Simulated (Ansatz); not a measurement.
# TiO2 (Anatase, I4_1/amd): phonons and vibrational spectra, part 3 of 3

Task: relax TiO2 (Anatase, I4_1/amd), then find its harmonic phonons.

Ansatz 0.2.0; DFT LDA, scalar-relativistic, plane waves, PAW; PAW set soft_1.

So far. Step 3 (Relaxing to small forces for the phonons): The largest force component left is 0.020 meV/Å and the pressure is -0.005 GPa, within the tolerances set. The cell now holds 11.02 Å³/atom. The relaxed cell has a = 3.740, c = 9.458 Å (conventional setting).

## (4) Linear response at the zone centre (continued)

Optical modes at the zone centre, without and with the macroscopic field of the longitudinal modes; each column is sorted by frequency, so a row need not hold one and the same mode. Modes with and without the field, by row:

```tsv
rank among optical modes	no field (cm⁻¹)	q along (1, 0, 0) (cm⁻¹)	q along (0, 0, 1) (cm⁻¹)
1	150.1	150.1	150.1
2	150.1	150.1	150.1
3	164.2	164.2	164.2
4	164.2	164.2	164.2
5	240.4	240.4	240.4
6	240.4	341	240.4
7	348.2	348.2	384.1
8	384.1	384.1	442.4
9	442.4	442.4	442.4
10	442.4	503.2	503.2
11	503.2	528.2	528.2
12	528.2	551.5	551.5
13	551.5	638.2	638.2
14	638.2	638.2	638.2
15	638.2	865.1	725.8
```

Born charge (rows field, columns displacement) (e), principal values of the symmetric part by kind of site:

```tsv
atom	atoms with these values	low	middle	high	mean
Ti1	2	5.73	6.56	6.56	6.28
O3	4	-5.43	-2.86	-1.13	-3.14
```

In full for Ti1:

```
6.56 0.00 0.00
0.00 6.56 0.00
0.00 0.00 5.73
```

High-frequency dielectric tensor:

```
6.87 0.00 0.00
0.00 6.87 0.00
0.00 0.00 6.27
```

Static dielectric tensor (ions relaxed, fixed cell):

```
52.89  0.00  0.00
 0.00 52.89  0.00
 0.00  0.00 27.24
```

Transverse modes. Infrared lines, with heights relative to the strongest:

```tsv
position (cm⁻¹)	label	relative intensity
150	Eg	0.0
164	Eg	0.0
240	Eu	92
348	A2u	58
384	B1g	0.0
442	Eu	100
503	B1g	0.0
528	A1g	0.0
552	B2u	0.0
638	Eg	0.0
```

Activity x (w_L - w)^4 (n + 1)/w, 532 nm, 300 K; modes without the macroscopic field alone. Lines of the Raman spectrum (strongest = 100):

```tsv
position (cm⁻¹)	label	relative intensity
150	Eg	100
164	Eg	0.9
240	Eu	0.0
348	A2u	0.0
384	B1g	10
442	Eu	0.0
503	B1g	3.3
528	A1g	10
552	B2u	0.0
638	Eg	27
```

Before it was imposed, the acoustic sum rule was missed by 3.2e-5 eV/Å² and the charge sum rule by 0.0049 e. Small misses are needed for a sound result but don't prove that mesh and cutoff are converged. The lowest optical mode is real, 150 cm⁻¹.

## (5) Isotope substitution, element O, natural mass 15.999 amu

An isotope changes the mass and not the force constants, so no new electronic calculation is needed; the shifts show which modes move this element.

The same force constants with the mass of O changed from 15.999 to 17.999 u (phonopy, no LO-TO term). Both lists are sorted by frequency; levels can cross, so a row need not hold one and the same mode. Modes under 3 cm⁻¹ are left out. Isotope shifts, by row:

```tsv
q	rank	natural mass (cm⁻¹)	changed mass (cm⁻¹)
0 0 0	4	150.1	149.2
0 0 0	5	150.1	149.2
0 0 0	6	164.2	155.8
0 0 0	7	164.2	155.8
0 0 0	8	240.4	231.6
0 0 0	9	240.4	231.6
0 0 0	10	348.2	336.4
0 0 0	11	384.1	384.1
0 0 0	12	442.4	418.2
0 0 0	13	442.4	418.2
0 0 0	14	503.2	474.4
0 0 0	15	528.2	498
0 0 0	16	551.5	520
0 0 0	17	638.2	601.9
0 0 0	18	638.2	601.9
```

A mode of this element alone would shift by -5.72 %. The highest zone-centre frequency without the field goes from 638.2 to 601.9 cm⁻¹ (-5.7 %). The product of the frequency ratios over all optical modes at Γ is 0.531; the product rule, (m/m′)^(3k/2) (M′/M)^(3/2) with k = 4 such atoms and M the mass of the cell, gives 0.531.

## (6) Another isotope, element Ti, natural mass 47.867 amu

The same for Ti, from 47.87 to 49.94 u.

The same force constants with the mass of Ti changed from 47.867 to 49.945 u (phonopy, no LO-TO term). Both lists are sorted by frequency; levels can cross, so a row need not hold one and the same mode. Modes under 3 cm⁻¹ are left out. Isotope shifts, by row:

```tsv
q	rank	natural mass (cm⁻¹)	changed mass (cm⁻¹)
0 0 0	4	150.1	147.1
0 0 0	5	150.1	147.1
0 0 0	6	164.2	164.1
0 0 0	7	164.2	164.1
0 0 0	8	240.4	238.6
0 0 0	9	240.4	238.6
0 0 0	10	348.2	345.3
0 0 0	11	384.1	376
0 0 0	12	442.4	442
0 0 0	13	442.4	442
0 0 0	14	503.2	503.2
0 0 0	15	528.2	528.2
0 0 0	16	551.5	551.5
0 0 0	17	638.2	638.1
0 0 0	18	638.2	638.1
```

A mode of this element alone would shift by -2.10 %. The highest zone-centre frequency without the field goes from 638.2 to 638.1 cm⁻¹ (-0.0 %). The product of the frequency ratios over all optical modes at Γ is 0.915; the product rule, (m/m′)^(3k/2) (M′/M)^(3/2) with k = 2 such atoms and M the mass of the cell, gives 0.915.

## (7) What came out

```json
{"space group after relaxation (within 0.01 Å)": "I4_1/amd", "volume per atom": "11.0 Å³", "gap on the k-mesh": "2.09 eV", "highest optical mode at the zone centre (no LO-TO term)": "638 cm⁻¹", "top of the zone-centre spectrum with the field": "865 cm⁻¹", "lowest optical zone-centre mode": "150 cm⁻¹", "mean high-frequency dielectric constant": "6.67", "mean static dielectric constant": "44.3", "largest Born charge (third of the trace)": "6.28 e", "imaginary modes at Γ (the only wavevector solved)": "none"}
```

What this shows: The structure is stable against zone-centre distortions, since no mode there is imaginary; other wavevectors were not solved, so zone-boundary instabilities are untested. Without the field, the optical modes at Γ span 150 to 638 cm⁻¹. No dispersion was computed. The highest mode in this list at Γ, 638.2 cm⁻¹, is mostly motion of O (99 % of the kinetic energy). With the macroscopic field of the longitudinal modes the top of the zone-centre spectrum lies at 865 cm⁻¹, against 638 cm⁻¹ without it. Lattice motion raises the mean dielectric constant from 6.673 to 44.34. The strongest infrared line is at 442 cm⁻¹. Averaged over orientations, the strongest Raman line at 532 nm and 300 K is at 150 cm⁻¹. The tensors are the static, non-resonant ones, while 532 nm light (2.33 eV) lies above the computed gap. The PAW files were made for PBE and serve the other functionals too. These are harmonic frequencies at zero temperature: anharmonic shifts, linewidths and thermal expansion are left out.

Computed beside measured:

```
                                     quantity  measured  LDA, PAW; PAW set soft_1
                       lattice constant a (Å)     3.782            3.740 (-1.1 %)
                       lattice constant c (Å)     9.502            9.458 (-0.5 %)
            band gap (gap on the k-mesh) (eV)      3.22           2.09 (-1.13 eV)
 Raman mode, B1g, Ti-O antisymmetric … (cm⁻¹)       393              384 (-2.3 %)
Raman mode, A1g + B1g, unresolved band (cm⁻¹)       516              528 (+2.4 %)
```

Measured values from pmc:7952686 (2021), pmc:7353264 (2020) and pmc:7198570 (2020).

**Verdict.** The lattice constant a is off by -1.1 %: fair agreement. The lattice constant c is off by -0.5 %: good agreement. The band gap is off by -1.13 eV. Local and semilocal functionals usually give gaps below the measured ones. The computed gap is read on a k-mesh, which can miss the band edges. An optical gap can lie under the band gap by the exciton's binding. Zero-point and thermal motion shift the measured gap. The Raman mode is off by -2.3 %: good agreement. The Raman mode is off by +2.4 %: good agreement. The grades are ours: good and fair within 0.7 and 1.5 % for the lattice constant a, 0.8 and 2 % for the lattice constant c and 3 and 7 % for the Raman mode. 2 further measured lines are left out: they lack a usable label, or no computed mode of their label or degeneracy could be paired (by label, or within 15 % without labels). For lattice constants and Raman mode the calculation has a static lattice, without zero-point motion or thermal expansion.

[Logs are printed without paths, hosts, clocks, repeated set-up lines and the standing remarks that a program may print on its own settings, such as how far it seeks lower states.]

[Hosts, paths, dates, database ids (printed as entryN), source tags and the programs' standing remarks are cut or masked in the printed files.]
